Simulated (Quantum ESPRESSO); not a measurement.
**Collinear magnetic orders of Ti2FeS4 (Heideite) with Quantum ESPRESSO**

A self-consistent run ends on one state, which hangs on the start. Several orders of Ti2FeS4 (Heideite) are started in Quantum ESPRESSO and their energies compared.

Method: PBEsol with U = 4.5 eV on Fe d and U = 3 eV on Ti d (ortho-atomic projectors); plane waves with GBRV 1.5 PBEsol potentials, no spin-orbit coupling, in Quantum ESPRESSO 7.5.

The database entry behind the starting cell has ideal inner coordinates that were not refined, so it need not match the best structure at ambient conditions.

**1. The structure**

Symmetry: C2/m, No. 12, monoclinic system. The conventional cell has a = 13.340 Å, b = 3.437 Å, c = 5.953 Å, α = 90.00°, β = 116.40°, γ = 90.00°. Nearest to Ti lie 6 S at 2.48 Å. Fe has 6 S at 2.48 to 2.49 Å nearest. Nearest to S lie 3 Ti at 2.48 Å and 2 Fe at 2.48 Å. S has 3 Ti at 2.48 Å and 1 Fe at 2.49 Å nearest. Farther neighbours and most contacts between anions are not listed.

The cell comes from the Crystallography Open Database.

**2. Run 1 (ferro +++)**

The signs are those of the starting moments on the seeded atoms, the atoms that are given a moment.

File pw.in:

```
&CONTROL
  calculation = 'scf'
  prefix = 'pwscf'
  outdir = './tmp'
  pseudo_dir = './pseudo'
  disk_io = 'nowf'
/
&SYSTEM
  ibrav = 0
  nat = 7
  ntyp = 3
  ecutwfc = 40
  ecutrho = 280
  nbnd = 46
  occupations = 'smearing'
  smearing = 'fd'
  degauss = 0.00367493
  nspin = 2
  starting_magnetization(1) = 0.0833
  starting_magnetization(2) = 0.25
  starting_magnetization(3) = 0
/
&ELECTRONS
  conv_thr = 1.4d-08
  electron_maxstep = 150
  mixing_beta = 0.3
/
ATOMIC_SPECIES
Ti     47.8670 ti_pbesol_v1.4.uspp.F.UPF
Fe     55.8450 fe_pbesol_v1.5.uspp.F.UPF
S      32.0600 s_pbesol_v1.4.uspp.F.UPF
CELL_PARAMETERS angstrom
   6.6697945058   -1.7185000000    0.0000000000
   6.6697945058    1.7185000000    0.0000000000
  -2.6473131945    0.0000000000    5.3319735418
ATOMIC_POSITIONS crystal
Ti      0.2500000000    0.2500000000    0.2500000000
Ti      0.7500000000    0.7500000000    0.7500000000
Fe      0.0000000000    0.0000000000    0.0000000000
S       0.3750000000    0.3750000000    0.0416700000
S       0.6250000000    0.6250000000    0.9583300000
S       0.8750000000    0.8750000000    0.5416700000
S       0.1250000000    0.1250000000    0.4583300000
K_POINTS automatic
6 6 6 0 0 0
HUBBARD {ortho-atomic}
U Ti-3d 3.0000
U Fe-3d 4.5000
```

The run is started by

```console
$ OMP_NUM_THREADS=1 mpirun -n 4 pw.x -nk 4 -in pw.in > pw.out
```

The log of the run:

```text
Program PWSCF v.7.5 starts

     Message from routine setup:
     using ibrav=0 with symmetry is DISCOURAGED, use correct ibrav instead

     K-points division:     npool     =       4
     Subspace diagonalization in iterative solution of the eigenvalue problem:

     G-vector sticks info
     --------------------
     sticks:   dense  smooth     PW     G-vecs:    dense   smooth      PW
     Sum        1831    1047    339                65303    28193    5207

     Using Slab Decomposition

     bravais-lattice index     =            0
     lattice parameter (alat)  =      13.0157  a.u.
     unit-cell volume          =     824.8530 (a.u.)^3
     number of atoms/cell      =            7
     number of atomic types    =            3
     number of electrons       =        64.00
     number of Kohn-Sham states=           46
     kinetic-energy cutoff     =      40.0000  Ry
     charge density cutoff     =     280.0000  Ry
     scf convergence threshold =      1.4E-08
     mixing beta               =       0.3000
     number of iterations used =            8  plain     mixing
     Exchange-correlation= SLA  PW   PSX  PSC
                           (   1   4  10   8   0   0   0)
     Hubbard projectors: ortho-atomic
     Hubbard parameters of DFT+U (Dudarev formulation) in eV:
     U(Ti-3d) =  3.0000
     U(Fe-3d) =  4.5000

     Internal variables: lda_plus_u =T, lda_plus_u_kind = 0

     Internal variables: orbital_resolved =F, hub_pot_fix =F, apply_U = F

     celldm(1)=  13.015728  celldm(2)=   0.000000  celldm(3)=   0.000000
     celldm(4)=   0.000000  celldm(5)=   0.000000  celldm(6)=   0.000000

     crystal axes: (cart. coord. in units of alat)
               a(1) = (   0.968373  -0.249505   0.000000 )
               a(2) = (   0.968373   0.249505   0.000000 )
               a(3) = (  -0.384358   0.000000   0.774138 )

     reciprocal axes: (cart. coord. in units 2 pi/alat)
               b(1) = (  0.516330 -2.003965  0.256357 )
               b(2) = (  0.516330  2.003965  0.256357 )
               b(3) = ( -0.000000  0.000000  1.291759 )

     PseudoPot. # 1 for Ti read from file:
     ti_pbesol_v1.4.uspp.F.UPF
     Pseudo is Ultrasoft + core correction, Zval = 12.0
     Generated by new atomic code, or converted to UPF format
     Using radial grid of  851 points,  6 beta functions with:
                l(1) =   0
                l(2) =   0
                l(3) =   1
                l(4) =   1
                l(5) =   2
                l(6) =   2
     Q(r) pseudized with  6 coefficients,  rinner =    1.000   1.000   1.000
                                                       1.000   1.000

     PseudoPot. # 2 for Fe read from file:
     fe_pbesol_v1.5.uspp.F.UPF
     Pseudo is Ultrasoft + core correction, Zval = 16.0
     Generated by new atomic code, or converted to UPF format
     Using radial grid of  861 points,  6 beta functions with:
                l(1) =   0
                l(2) =   0
                l(3) =   1
                l(4) =   1
                l(5) =   2
                l(6) =   2
     Q(r) pseudized with  8 coefficients,  rinner =    1.000   1.000   1.000
                                                       1.000   1.000

     PseudoPot. # 3 for S  read from file:
     s_pbesol_v1.4.uspp.F.UPF
     Pseudo is Ultrasoft + core correction, Zval =  6.0
     Generated by new atomic code, or converted to UPF format
     Using radial grid of  907 points,  6 beta functions with:
                l(1) =   0
                l(2) =   0
                l(3) =   1
                l(4) =   1
                l(5) =   2
                l(6) =   2
     Q(r) pseudized with  8 coefficients,  rinner =    1.300   1.300   1.300
                                                       1.300   1.300

     atomic species   valence    mass     pseudopotential
     Ti               12.00    47.86700     Ti( 1.00)
     Fe               16.00    55.84500     Fe( 1.00)
     S                 6.00    32.06000     S ( 1.00)

     Starting magnetic structure
     atomic species   magnetization
     Ti              0.083
     Fe              0.250
     S               0.000

      4 Sym. Ops., with inversion, found

   Cartesian axes

     site n.     atom                  positions (alat units)
         1        Ti     tau(   1) = (   0.3880972   0.0000000   0.1935345  )
         2        Ti     tau(   2) = (   1.1642917   0.0000000   0.5806035  )
         3        Fe     tau(   3) = (   0.0000000   0.0000000   0.0000000  )
         4        S      tau(   4) = (   0.7102639   0.0000000   0.0322583  )
         5        S      tau(   5) = (   0.8421251  -0.0000000   0.7418797  )
         6        S      tau(   6) = (   1.4864584   0.0000000   0.4193273  )
         7        S      tau(   7) = (   0.0659306   0.0000000   0.3548107  )

     number of k points=    68  Fermi-Dirac smearing, width (Ry)=  0.0037
                       cart. coord. in units 2pi/alat
        k(    1) = (   0.0000000   0.0000000   0.0000000), wk =   0.0046296
        k(    2) = (   0.0000000   0.0000000   0.2152932), wk =   0.0092593
        k(    3) = (   0.0000000   0.0000000   0.4305864), wk =   0.0092593
        k(    4) = (   0.0000000   0.0000000  -0.6458797), wk =   0.0046296
        k(    5) = (   0.0860550   0.3339941   0.0427261), wk =   0.0185185
        [... 63 further k-points ...]

     Dense  grid:    65303 G-vectors     FFT dimensions: (  72,  72,  60)

     Smooth grid:    28193 G-vectors     FFT dimensions: (  54,  54,  45)

     Check: negative core charge=   -0.000014
     Generating pointlists ...
     new r_m :   0.1486 (alat units)  1.9343 (a.u.) for type    1
     new r_m :   0.1487 (alat units)  1.9352 (a.u.) for type    2
     new r_m :   0.1486 (alat units)  1.9343 (a.u.) for type    3

     Initial potential from superposition of free atoms

     starting charge      60.9998, renormalised to      64.0000

     negative rho (up, down):  1.422E-03 1.201E-03

     STARTING HUBBARD OCCUPATIONS:

     =================== HUBBARD OCCUPATIONS ===================
     ------------------------ ATOM    1 ------------------------
     Tr[ns(  1)] (up, down, total) =   1.00000  0.00000  1.00000
     Atomic magnetic moment for atom   1 =   1.00000
     [... lines left out ...]
     ------------------------ ATOM    2 ------------------------
     Tr[ns(  2)] (up, down, total) =   1.00000  0.00000  1.00000
     Atomic magnetic moment for atom   2 =   1.00000
     [... lines left out ...]
     ------------------------ ATOM    3 ------------------------
     Tr[ns(  3)] (up, down, total) =   5.00000  0.00000  5.00000
     Atomic magnetic moment for atom   3 =   5.00000
     [... lines left out ...]
     Number of occupied Hubbard levels =    7.0000

     Atomic wfc used for Hubbard projectors are orthogonalized

     Starting wfcs are   49 randomized atomic wfcs

     Self-consistent Calculation

     iteration #  1     ecut=    40.00 Ry     beta= 0.30
     Davidson diagonalization with overlap
     ethr =  1.00E-02,  avg # of iterations =  4.9

     =================== HUBBARD OCCUPATIONS ===================
     ------------------------ ATOM    1 ------------------------
     Tr[ns(  1)] (up, down, total) =   1.65018  0.82303  2.47321
     Atomic magnetic moment for atom   1 =   0.82714
     [... lines left out ...]
     ------------------------ ATOM    2 ------------------------
     Tr[ns(  2)] (up, down, total) =   1.65018  0.82303  2.47321
     Atomic magnetic moment for atom   2 =   0.82714
     [... lines left out ...]
     ------------------------ ATOM    3 ------------------------
     Tr[ns(  3)] (up, down, total) =   4.69041  0.16651  4.85692
     Atomic magnetic moment for atom   3 =   4.52391
     [... lines left out ...]
     Number of occupied Hubbard levels =    9.8033

     negative rho (up, down):  1.135E-03 1.302E-03

     total energy              =    -583.78738118 Ry
     estimated scf accuracy    <       2.70209350 Ry

     total magnetization       =     6.30 Bohr mag/cell
     absolute magnetization    =     6.43 Bohr mag/cell

     iteration #  2     ecut=    40.00 Ry     beta= 0.30
     Davidson diagonalization with overlap
     ethr =  4.22E-03,  avg # of iterations =  2.9

     negative rho (up, down):  1.179E-03 1.346E-03

     total energy              =    -583.56704674 Ry
     estimated scf accuracy    <      11.51976509 Ry

     total magnetization       =     1.53 Bohr mag/cell
     absolute magnetization    =     1.64 Bohr mag/cell

     iteration #  3     ecut=    40.00 Ry     beta= 0.30
     Davidson diagonalization with overlap
     ethr =  4.22E-03,  avg # of iterations =  1.7

     negative rho (up, down):  9.446E-04 1.360E-03

     total energy              =    -584.45430239 Ry
     estimated scf accuracy    <       0.96523385 Ry

     total magnetization       =     6.36 Bohr mag/cell
     absolute magnetization    =     6.47 Bohr mag/cell

     [... further iterations left out ...]

     iteration # 54     ecut=    40.00 Ry     beta= 0.30
     Davidson diagonalization with overlap
     ethr =  9.05E-11,  avg # of iterations =  2.3

     negative rho (up, down):  2.202E-04 1.646E-03

     total energy              =    -584.59231963 Ry
     estimated scf accuracy    <       0.00000004 Ry

     total magnetization       =     6.00 Bohr mag/cell
     absolute magnetization    =     6.24 Bohr mag/cell

     iteration # 55     ecut=    40.00 Ry     beta= 0.30
     Davidson diagonalization with overlap
     ethr =  5.97E-11,  avg # of iterations =  4.2

     negative rho (up, down):  2.203E-04 1.646E-03

     total energy              =    -584.59232082 Ry
     estimated scf accuracy    <       0.00000002 Ry

     total magnetization       =     6.00 Bohr mag/cell
     absolute magnetization    =     6.24 Bohr mag/cell

     iteration # 56     ecut=    40.00 Ry     beta= 0.30
     Davidson diagonalization with overlap
     ethr =  3.13E-11,  avg # of iterations =  3.7

     negative rho (up, down):  2.204E-04 1.646E-03

     total energy              =    -584.59232024 Ry
     estimated scf accuracy    <       0.00000003 Ry

     total magnetization       =     6.00 Bohr mag/cell
     absolute magnetization    =     6.24 Bohr mag/cell

     iteration # 57     ecut=    40.00 Ry     beta= 0.30
     Davidson diagonalization with overlap
     ethr =  3.13E-11,  avg # of iterations =  4.2

     negative rho (up, down):  2.205E-04 1.646E-03

     Magnetic moment per site  (integrated on atomic sphere of radius R)
     atom   1 (R=0.149)  charge=  9.7169  magn=  0.8590
     atom   2 (R=0.149)  charge=  9.7169  magn=  0.8590
     atom   3 (R=0.149)  charge= 14.1345  magn=  3.5227
     atom   4 (R=0.149)  charge=  4.3992  magn=  0.0107
     atom   5 (R=0.149)  charge=  4.3992  magn=  0.0107
     atom   6 (R=0.149)  charge=  4.3523  magn= -0.0221
     atom   7 (R=0.149)  charge=  4.3523  magn= -0.0221

     End of self-consistent calculation

     =================== HUBBARD OCCUPATIONS ===================
     ------------------------ ATOM    1 ------------------------
     Tr[ns(  1)] (up, down, total) =   1.73215  0.61570  2.34785
     Atomic magnetic moment for atom   1 =   1.11645
     [... lines left out ...]
     ------------------------ ATOM    2 ------------------------
     Tr[ns(  2)] (up, down, total) =   1.73215  0.61570  2.34785
     Atomic magnetic moment for atom   2 =   1.11645
     [... lines left out ...]
     ------------------------ ATOM    3 ------------------------
     Tr[ns(  3)] (up, down, total) =   4.90987  1.26783  6.17770
     Atomic magnetic moment for atom   3 =   3.64204
     [... lines left out ...]
     Number of occupied Hubbard levels =   10.8734

     Number of k-points >= 100: set verbosity='high' to print the bands.

     the Fermi energy is    10.2390 ev

!    total energy              =    -584.59232136 Ry
     estimated scf accuracy    <          8.4E-09 Ry
     smearing contrib. (-TS)   =      -0.00153542 Ry
     internal energy E=F+TS    =    -584.59078595 Ry

     The total energy is F=E-TS. E is the sum of the following terms:
     one-electron contribution =    -318.25647933 Ry
     hartree contribution      =     182.15562337 Ry
     xc contribution           =     -98.40542194 Ry
     ewald contribution        =    -350.50084640 Ry
     Hubbard energy            =       0.41633836 Ry

     total magnetization       =     6.00 Bohr mag/cell
     absolute magnetization    =     6.24 Bohr mag/cell

     convergence has been achieved in  57 iterations

=------------------------------------------------------------------------------=
   JOB DONE.
=------------------------------------------------------------------------------=
```

The job ended after 15 min (4 MPI ranks of Arm Neoverse V2, shared host; peak memory 1.1 GiB).

Spin moment in the atom's sphere by atom:

```csv
atom,spin moment in the atom's sphere (μB)
Ti1,0.86
Ti2,0.86
Fe3,3.52
S4,0.01
S5,0.01
S6,-0.02
S7,-0.02
```

Numbers from this step:

| Quantity | Value |
| --- | --- |
| smearing term TS | 0.02089 eV |
| magnetization | 5.998 μB |
| absolute magnetization | 6.239 μB |
| final state | ferromagnetic |

[end of part 1 of 2]

[Logs and program files are shortened in this print: banners, set-up blocks, solver, clock and traceback lines can be left out without a mark of their own.]

[Logs are printed without paths, hosts, clocks, repeated set-up lines and the standing remarks that a program may print on its own settings, such as how far it seeks lower states.]

[Hosts, paths, dates, database ids (printed as entryN), source tags and the programs' standing remarks are cut or masked in the printed files.]

[Where a cell is said to come from a database of computed structures, the database is the Materials Project.]
